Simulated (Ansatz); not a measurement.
# Preparing Na3BrO (Pm-3m) as a host crystal

Aim: the runs on the perfect crystal Na3BrO (Pm-3m) that a defect calculation needs first.

Program: Ansatz 0.2.0. Level of theory: plane-wave PAW DFT, PBEsol; single point of the host's primitive cell on a dense mesh, in the first sound run; inputs show where later runs differ. Results are calculated unless marked as measured.

## 1. The structure

The structure is cubic, space group Pm-3m (No. 221). The conventional cell has a = 4.542 Å, b = 4.542 Å, c = 4.542 Å, α = 90.00°, β = 90.00°, γ = 90.00°. Nearest to Na lie 2 O at 2.27 Å and 4 Br at 3.21 Å and 8 Na at 3.21 Å. Nearest to Br lie 12 Na at 3.21 Å. Nearest to O lie 6 Na at 2.27 Å. Farther neighbours and most contacts between anions are not listed.

## 2. Primitive cell on a dense mesh

A dense mesh gives the host's converged energy, against which the supercell's sampling is tested.

Contents of dense/input.yaml:

```yaml
crystal:
  lattice:
    - [4.5420329943, 0.0, 0.0]
    - [0.0, 4.5420329943, 0.0]
    - [0.0, 0.0, 4.5420329943]
  atoms:
    - { symbol: Na, position: [0.0, 0.5, 0.5] }
    - { symbol: Na, position: [0.5, 0.0, 0.5] }
    - { symbol: Na, position: [0.5, 0.5, 0.0] }
    - { symbol: Br, position: [0.0, 0.0, 0.0] }
    - { symbol: O, position: [0.5, 0.5, 0.5] }
basis:
  ecutwfc: 420
  xc_grid: 2
hamiltonian:
  xc: pbesol
kpoints:
  mp_grid: { grid: [6, 6, 6] }
scf:
  occupations: { method: fermi_dirac, width: 0.01 }
  max_iter: 80
```

Command:

```console
$ ansatz run input.yaml --threads 4 --pin off --max-ram 14131MiB --backend cpu --events-out ev --progress --plain --runs-dir out
```

Numbers of over 12 decimals in the logs are rounded to 6 here.

The program printed:

```text
Engine: ansatz 0.2.0, aarch64-unknown-linux-gnu
Pseudopotentials: kind: paw
Pseudopotential: Na, paw, valence charge 9, recommended cutoff 420 eV (normal), Na.paw.azcp
Pseudopotential: Br, paw, valence charge 7, recommended cutoff 420 eV (normal), Br.paw.azcp
Pseudopotential: O, paw, valence charge 6, recommended cutoff 420 eV (normal), O.paw.azcp
Functional definition: PBEsol
  exchange = pbesol_x
  correlation = pbesol_c
Crystal: 5 atoms, lattice volume = 93.702 Å³
Basis set: ecut = 420 eV, 1839 PW (Γ), exchange–correlation on 64×64×64 points (8 copies of the dense FFT grid, shifted against one another)
Bands: 25, of which v1, the nominal top of the filled ones, is band 20 counted from 1 (19 counted from 0)
Symmetry: 48 space group operations
Space group: Pm-3m (ITA 221), of the structure as read, at distance tolerance 4.5e-5 Å
k-points: 20 of 216
Non-local potential: Na, projectors of the file, l = 0: 3, l = 1: 2, l = 2: 1
Non-local potential: Br, projectors of the file, l = 0: 2, l = 1: 2, l = 2: 2
Non-local potential: O, projectors of the file, l = 0: 2, l = 1: 2, l = 2: 1
PAW form: soft (Blöchl's): semilocal exchange-correlation on the pseudo side does not see the compensation charge
PAW frozen core: Na, regenerated for the run's functional, and the local potential with it (the file was generated under x = pbe(κ = 0.804, μ = 0.219515), c = pbe(β = 0.066725))
PAW frozen core: Br, regenerated for the run's functional, and the local potential with it (the file was generated under x = pbe(κ = 0.804, μ = 0.219515), c = pbe(β = 0.066725))
PAW frozen core: O, regenerated for the run's functional, and the local potential with it (the file was generated under x = pbe(κ = 0.804, μ = 0.219515), c = pbe(β = 0.066725))
PAW one-centre angular grid: Na, 110 points (default); XC on 64 Gauss nodes
PAW one-centre angular grid: Br, 110 points (default); XC on 64 Gauss nodes
PAW one-centre angular grid: O, 110 points (default); XC on 64 Gauss nodes
Initial density: superposition of atomic densities (neutral atoms: chi_scale 0, normalization atom), corrected by the library's trained network
Initial wavefunctions: pseudopotential atomic-orbital guess
Functional: x = pbesol(κ = 0.804, μ = 0.123457), c = pbesol(β = 0.046)
SCF iter   1: F=—  HF=-7729.308478 eV  |F-HF|=—  |Δ(HF+E_count)|=         —  Δρ=6.43e-3  dr2=2.89e-2  ethr=1.77e-3  ⟨swp⟩=6.6  Hψ=2203  notcnv=0
preconditioner: auto → Resta (q_TF=auto, 2.367 Å⁻¹)  ε∞=2.2  [insulator: Δε(μ)=1.855 eV  Ē_g=20.054 eV  σ=0.010 eV  W_gap=1.00  n_scr=18 (ndim 8)  ℏωp=22.4 eV  f_vac=0.015  D(μ)=0.00/eV (n_scr^D=0)  ε∞_Penn≈2.2]
SCF iter   2: F=—  HF=-7729.301901 eV  |F-HF|=—  |Δ(HF+E_count)|=   6.58e-3  Δρ=3.26e-3  dr2=1.18e-2  ethr=7.22e-5  ⟨swp⟩=2.0  Hψ=878  notcnv=0  defer=16
SCF iter   3: F=—  HF=-7729.299476 eV  |F-HF|=—  |Δ(HF+E_count)|=   2.42e-3  Δρ=9.52e-4  dr2=1.04e-3  ethr=2.95e-5  ⟨swp⟩=2.1  Hψ=695  notcnv=0
automatic band count: iteration 3 solves 24 bands in place of 25: the levels show a gap, and the empty bands left out lie too high to hold charge; the band table lists the bands solved (type scf.n_extra_bands for more)
SCF iter   4: F=—  HF=-7729.299201 eV  |F-HF|=—  |Δ(HF+E_count)|=   2.76e-4  Δρ=2.77e-4  dr2=6.43e-5  ethr=2.61e-6  ⟨swp⟩=2.0  Hψ=716  notcnv=0
SCF iter   5: F=—  HF=-7729.298466 eV  |F-HF|=—  |Δ(HF+E_count)|=   7.35e-4  Δρ=1.21e-4  dr2=1.48e-5  ethr=1.61e-7  ⟨swp⟩=2.0  Hψ=640  notcnv=0
SCF iter   6: F=—  HF=-7729.298466 eV  |F-HF|=—  |Δ(HF+E_count)|=   1.59e-7  Δρ=1.78e-5  dr2=3.51e-7  ethr=3.70e-8  ⟨swp⟩=2.0  Hψ=640  notcnv=0
SCF iter   7: F=-7729.298466 eV  HF=-7729.298466 eV  |F-HF|=6.78e-8  |Δ(HF+E_count)|=   1.01e-7  Δρ=7.72e-6  dr2=8.91e-8  ethr=2.50e-10  ⟨swp⟩=3.0  Hψ=1039  notcnv=0
SCF 1 converged in 7 iterations: F = -7729.298466 eV  dr2 = 8.91e-8
  greatest PAW one-centre occupation: 0.999 electrons in one spin orbital (limit 2), on the Na atom at site 2 (counted from 0), in its partial waves of l = 0
SCF converged after 7 iterations
Free energy (F): -7729.298466 eV
Harris-Foulkes:  -7729.298466 eV  (|F-HF|=6.78e-8)
Internal energy: -7729.298466 eV  (E = F + TS)
E sigma→0 (E₀):  -7729.298466 eV
Fermi energy:    4.502238 eV
--- Per-component energies (eV) ---
  E_band       = -632.342829
  E_kinetic    = 671.980614
  E_local      = -4487.037495  (includes V_loc(G=0)·N_el)
  E_nonlocal   = 467.132590
  E_hartree    = 1613.903582
  E_xc         = -451.753746
  E_vxc        = -349.175896  (∫ρ·V_xc dr)
  E_paw        = -3114.764382  (= ΣΔE_a)
  E_vpaw       = -163.050058  (= ΣTr[D̂ρ^β])
  E_aug_tail   = 0.002375  (compensation charges beyond the density's cutoff)
  E_ewald      = -2429.053644
  E_core_change = 0.291640  (= ΣΔE_core)
  E_smearing   = -0.000000  (= −TS)
  E_closure    = -0.000000  (closes the sum)
  Σ components = -7729.298466   (vs F -7729.298466, Δ=0.00e0)
```

Elapsed: 1.4 s, on 4 threads of Arm Neoverse V1, shared host; peak memory 0.34 GiB; 3 s of CPU time.

The column dr2 measures how far the density is from self-consistency, as an energy; F and HF (Harris–Foulkes) agree once it is small.

## 3. Self-consistent run

This step: plane-wave PAW DFT, PBEsol; single point of the defect-free supercell, a test of its k-points (Ansatz 0.2.0).

System of this step: Na3BrO (Pm-3m). The cell holds 60 atoms: 36 Na, 12 Br and 12 O. Its edges and angles: a = 10.156 Å, b = 12.847 Å, c = 9.084 Å, α = 90.0°, β = 90.0°, γ = 108.4°.

Contents of pristine.sampling/input.yaml:

```yaml
crystal:
  lattice:
    - [9.0840659887, 4.5420329943, 0.0]
    - [-9.0840659887, 9.0840659887, 0.0]
    - [0.0, 0.0, 9.0840659887]
  atoms:
    - { symbol: Na, position: [0.1666666667, 0.1666666666, 0.25] }
    - { symbol: Na, position: [0.5, 0.0, 0.25] }
    - { symbol: Na, position: [0.8333333333, 0.3333333334, 0.25] }
    - { symbol: Na, position: [0.1666666667, 0.4166666666, 0.25] }
    - { symbol: Na, position: [0.5, 0.25, 0.25] }
    - { symbol: Na, position: [0.8333333333, 0.0833333334, 0.25] }
    - { symbol: Na, position: [0.0, 0.25, 0.0] }
    - { symbol: Na, position: [0.3333333333, 0.0833333334, 0.0] }
    - { symbol: Na, position: [0.6666666667, 0.4166666666, 0.0] }
    - { symbol: Br, position: [0.0, 0.0, 0.0] }
    - { symbol: Br, position: [0.3333333333, 0.3333333334, 0.0] }
    - { symbol: Br, position: [0.6666666667, 0.1666666666, 0.0] }
    - { symbol: O, position: [0.0, 0.25, 0.25] }
    - { symbol: O, position: [0.3333333333, 0.0833333334, 0.25] }
    - { symbol: O, position: [0.6666666667, 0.4166666666, 0.25] }
    - { symbol: Na, position: [0.1666666667, 0.1666666666, 0.75] }
    - { symbol: Na, position: [0.5, 0.0, 0.75] }
    - { symbol: Na, position: [0.8333333333, 0.3333333334, 0.75] }
    - { symbol: Na, position: [0.1666666667, 0.4166666666, 0.75] }
    - { symbol: Na, position: [0.5, 0.25, 0.75] }
    - { symbol: Na, position: [0.8333333333, 0.0833333334, 0.75] }
    - { symbol: Na, position: [0.0, 0.25, 0.5] }
    - { symbol: Na, position: [0.3333333333, 0.0833333334, 0.5] }
    - { symbol: Na, position: [0.6666666667, 0.4166666666, 0.5] }
    - { symbol: Br, position: [0.0, 0.0, 0.5] }
    - { symbol: Br, position: [0.3333333333, 0.3333333334, 0.5] }
    - { symbol: Br, position: [0.6666666667, 0.1666666666, 0.5] }
    - { symbol: O, position: [0.0, 0.25, 0.75] }
    - { symbol: O, position: [0.3333333333, 0.0833333334, 0.75] }
    - { symbol: O, position: [0.6666666667, 0.4166666666, 0.75] }
    - { symbol: Na, position: [0.1666666667, 0.6666666666, 0.25] }
    - { symbol: Na, position: [0.5, 0.5, 0.25] }
    - { symbol: Na, position: [0.8333333333, 0.8333333333, 0.25] }
    - { symbol: Na, position: [0.1666666667, 0.9166666666, 0.25] }
    - { symbol: Na, position: [0.5, 0.75, 0.25] }
    - { symbol: Na, position: [0.8333333333, 0.5833333334, 0.25] }
    - { symbol: Na, position: [0.0, 0.75, 0.0] }
    - { symbol: Na, position: [0.3333333333, 0.5833333334, 0.0] }
    - { symbol: Na, position: [0.6666666667, 0.9166666666, 0.0] }
    - { symbol: Br, position: [0.0, 0.5, 0.0] }
    - { symbol: Br, position: [0.3333333333, 0.8333333333, 0.0] }
    - { symbol: Br, position: [0.6666666667, 0.6666666666, 0.0] }
    - { symbol: O, position: [0.0, 0.75, 0.25] }
    - { symbol: O, position: [0.3333333333, 0.5833333334, 0.25] }
    - { symbol: O, position: [0.6666666667, 0.9166666666, 0.25] }
    - { symbol: Na, position: [0.1666666667, 0.6666666666, 0.75] }
    - { symbol: Na, position: [0.5, 0.5, 0.75] }
    - { symbol: Na, position: [0.8333333333, 0.8333333333, 0.75] }
    - { symbol: Na, position: [0.1666666667, 0.9166666666, 0.75] }
    - { symbol: Na, position: [0.5, 0.75, 0.75] }
    - { symbol: Na, position: [0.8333333333, 0.5833333334, 0.75] }
    - { symbol: Na, position: [0.0, 0.75, 0.5] }
    - { symbol: Na, position: [0.3333333333, 0.5833333334, 0.5] }
    - { symbol: Na, position: [0.6666666667, 0.9166666666, 0.5] }
    - { symbol: Br, position: [0.0, 0.5, 0.5] }
    - { symbol: Br, position: [0.3333333333, 0.8333333333, 0.5] }
    - { symbol: Br, position: [0.6666666667, 0.6666666666, 0.5] }
    - { symbol: O, position: [0.0, 0.75, 0.75] }
    - { symbol: O, position: [0.3333333333, 0.5833333334, 0.75] }
    - { symbol: O, position: [0.6666666667, 0.9166666666, 0.75] }
basis:
  ecutwfc: 420
  xc_grid: 2
hamiltonian:
  xc: pbesol
kpoints:
  mp_grid: { grid: [1, 1, 1], shift: [0.25, 0.25, 0.25] }
scf:
  occupations: { method: fermi_dirac, width: 0.01 }
  max_iter: 80
```

The program printed:

```text
[...]
Crystal: 60 atoms, lattice volume = 1124.429 Å³
Basis set: ecut = 420 eV, 22007 PW (Γ), exchange–correlation on 144×180×128 points (8 copies of the dense FFT grid, shifted against one another)
Bands: 300, of which v1, the nominal top of the filled ones, is band 240 counted from 1 (239 counted from 0)
Symmetry: 24 space group operations
k-points: 1
[...]
SCF iter   1: F=—  HF=-92751.729320 eV  |F-HF|=—  |Δ(HF+E_count)|=         —  Δρ=6.26e-3  dr2=3.35e-1  ethr=1.77e-3  ⟨swp⟩=7.0  Hψ=1240  notcnv=0  defer=3
[...]
SCF iter   7: F=-92751.606225 eV  HF=-92751.606225 eV  |F-HF|=1.17e-7  |Δ(HF+E_count)|=   1.31e-6  Δρ=3.65e-6  dr2=1.61e-7  ethr=2.08e-10  ⟨swp⟩=2.0  Hψ=522  notcnv=0
SCF 1 converged in 7 iterations: F = -92751.606225 eV  dr2 = 1.61e-7
[...]
SCF converged after 7 iterations
Free energy (F): -92751.606225 eV
[...]
Internal energy: -92751.606225 eV  (E = F + TS)
E sigma→0 (E₀):  -92751.606225 eV
Fermi energy:    4.889321 eV
[...]
```

Elapsed: 5.9 s, on 4 threads; peak memory 1.7 GiB.

Numbers from this step:

| Item | Value |
| --- | --- |
| energy over dense mesh | -4.11e-4 eV/atom |

## 4. Defect free supercell relaxed from its symmetric sites

This cell, the one that will hold the defects, is built from the relaxed host. Symmetry fixes every atom, so this run gives the energy of the symmetric cell at the supercell's k-points, the reference for the test of stability.

This step: plane-wave PAW DFT, PBEsol; relaxation of the defect-free supercell from its symmetric sites (Ansatz 0.2.0).

pristine.symmetric/input.yaml, as its differences from pristine.sampling/input.yaml of step 3:

```diff
@@ -76 +76,12 @@
   max_iter: 80
+output:
+  forces: true
+relax:
+  f_tol: 0.01
+  max_steps: 60
+  escape_saddle: false
+checkpoint:
+  write: "../pristine.symmetric.run"
+  compress: false
+  write_wavefunctions: false
+  write_every: 100000
```

The program printed:

```text
[... repeated set-up lines and file paths are left out, and long positions are rounded to six places ...]
[...]
Crystal: 60 atoms, lattice volume = 1124.429 Å³
Basis set: ecut = 420 eV, 22007 PW (Γ), exchange–correlation on 144×180×128 points (8 copies of the dense FFT grid, shifted against one another)
Bands: 300, of which v1, the nominal top of the filled ones, is band 240 counted from 1 (239 counted from 0)
Symmetry: 24 space group operations
k-points: 1
[...]
SCF iter   1: F=—  HF=-92751.729318 eV  |F-HF|=—  |Δ(HF+E_count)|=         —  Δρ=6.26e-3  dr2=3.35e-1  ethr=1.77e-3  ⟨swp⟩=7.0  Hψ=1240  notcnv=0  defer=3
[...]
SCF iter   8: F=-92751.606225 eV  HF=-92751.606225 eV  |F-HF|=1.39e-8  |Δ(HF+E_count)|=   5.13e-8  Δρ=1.41e-6  dr2=2.53e-8  ethr=2.08e-11  ⟨swp⟩=4.0  Hψ=815  notcnv=0
SCF 1 converged in 8 iterations: F = -92751.606225 eV  dr2 = 2.53e-8
[...]
relax step   1: F+E_penalty+E_count = -92751.60622473 eV  Δ(F+E_penalty+E_count) = +0.000e0 eV  max|allowed force component| = 6.664e-24 eV/Å  Δτ_max = 0.0000 Å  (8 SCF iters, accepted)
SCF converged after 8 iterations
Free energy (F): -92751.606225 eV
[...]
Internal energy: -92751.606225 eV  (E = F + TS)
E sigma→0 (E₀):  -92751.606225 eV
Fermi energy:    4.889364 eV
[...]
--- Relaxed structure (1 steps of the walk, 1 accepted, 0 SCFs on fresh bases) ---
  F+E_penalty+E_count = -92751.60622473 eV   max|allowed force component| = 6.664e-24 eV/Å
  atoms:
    - { symbol: Na, position: [0.166667, 0.166667, 0.250000] }
    - { symbol: Na, position: [0.500000, -2.7755575615628914e-17, 0.250000] }
    - { symbol: Na, position: [0.833333, 0.333333, 0.250000] }
    - { symbol: Na, position: [0.166667, 0.416667, 0.250000] }
    - { symbol: Na, position: [0.500000, 0.250000, 0.250000] }
    - { symbol: Na, position: [0.833333, 0.083333, 0.250000] }
    - { symbol: Na, position: [0.0, 0.25, 0.0] }
    - { symbol: Na, position: [0.333333, 0.083333, 0.0] }
    - { symbol: Na, position: [0.666667, 0.416667, 0.0] }
    - { symbol: Br, position: [0.0, -2.035408878409445e-17, 0.0] }
    - { symbol: Br, position: [0.333333, 0.333333, 0.0] }
    - { symbol: Br, position: [0.666667, 0.166667, 0.0] }
    - { symbol: O, position: [0.0, 0.25, 0.250000] }
    - { symbol: O, position: [0.333333, 0.083333, 0.250000] }
    - { symbol: O, position: [0.666667, 0.416667, 0.250000] }
    - { symbol: Na, position: [0.166667, 0.166667, 0.75] }
    - { symbol: Na, position: [0.500000, -2.7755575615628914e-17, 0.75] }
    - { symbol: Na, position: [0.833333, 0.333333, 0.75] }
    - { symbol: Na, position: [0.166667, 0.416667, 0.75] }
    - { symbol: Na, position: [0.500000, 0.250000, 0.75] }
    - { symbol: Na, position: [0.833333, 0.083333, 0.75] }
    - { symbol: Na, position: [0.0, 0.25, 0.500000] }
    - { symbol: Na, position: [0.333333, 0.083333, 0.500000] }
    - { symbol: Na, position: [0.666667, 0.416667, 0.500000] }
    - { symbol: Br, position: [0.0, -2.035408878409445e-17, 0.500000] }
    - { symbol: Br, position: [0.333333, 0.333333, 0.500000] }
    - { symbol: Br, position: [0.666667, 0.166667, 0.500000] }
    - { symbol: O, position: [0.0, 0.25, 0.75] }
    - { symbol: O, position: [0.333333, 0.083333, 0.75] }
    - { symbol: O, position: [0.666667, 0.416667, 0.75] }
    - { symbol: Na, position: [0.166667, 0.666667, 0.250000] }
    - { symbol: Na, position: [0.5, 0.5, 0.250000] }
    - { symbol: Na, position: [0.833333, 0.833333, 0.250000] }
    - { symbol: Na, position: [0.166667, 0.916667, 0.250000] }
    - { symbol: Na, position: [0.500000, 0.750000, 0.250000] }
    - { symbol: Na, position: [0.833333, 0.583333, 0.250000] }
    - { symbol: Na, position: [0.0, 0.750000, 0.0] }
    - { symbol: Na, position: [0.333333, 0.583333, 0.0] }
    - { symbol: Na, position: [0.666667, 0.916667, 0.0] }
    - { symbol: Br, position: [0.0, 0.5, 0.0] }
    - { symbol: Br, position: [0.333333, 0.833333, 0.0] }
    - { symbol: Br, position: [0.666667, 0.666667, 0.0] }
    - { symbol: O, position: [0.0, 0.750000, 0.250000] }
    - { symbol: O, position: [0.333333, 0.583333, 0.250000] }
    - { symbol: O, position: [0.666667, 0.916667, 0.250000] }
    - { symbol: Na, position: [0.166667, 0.666667, 0.75] }
    - { symbol: Na, position: [0.5, 0.5, 0.75] }
    - { symbol: Na, position: [0.833333, 0.833333, 0.75] }
    - { symbol: Na, position: [0.166667, 0.916667, 0.75] }
    - { symbol: Na, position: [0.500000, 0.750000, 0.75] }
    - { symbol: Na, position: [0.833333, 0.583333, 0.75] }
    - { symbol: Na, position: [0.0, 0.750000, 0.500000] }
    - { symbol: Na, position: [0.333333, 0.583333, 0.500000] }
    - { symbol: Na, position: [0.666667, 0.916667, 0.500000] }
    - { symbol: Br, position: [0.0, 0.5, 0.500000] }
    - { symbol: Br, position: [0.333333, 0.833333, 0.500000] }
    - { symbol: Br, position: [0.666667, 0.666667, 0.500000] }
    - { symbol: O, position: [0.0, 0.750000, 0.75] }
    - { symbol: O, position: [0.333333, 0.583333, 0.75] }
    - { symbol: O, position: [0.666667, 0.916667, 0.75] }
```

Elapsed: 7.5 s, on 4 threads; peak memory 1.8 GiB; 28 s of CPU time.

The forces vanish from the start, and no atom moves.

[end of part 1 of 2]

[Logs are printed without paths, hosts, clocks, repeated set-up lines and the standing remarks that a program may print on its own settings, such as how far it seeks lower states.]

[Hosts, paths, dates, database ids (printed as entryN), source tags and the programs' standing remarks are cut or masked in the printed files.]

[Runs of the host that timed out are not shown.]

[For some hosts the program warned that the k-mesh of the response run may be too coarse for force constants and the static dielectric constant; such warnings are not always shown.]

[The program warned that the k-mesh of a response run behind this text may be too coarse: force constants, and the static dielectric constant and all else formed from them, are not shown converged.]
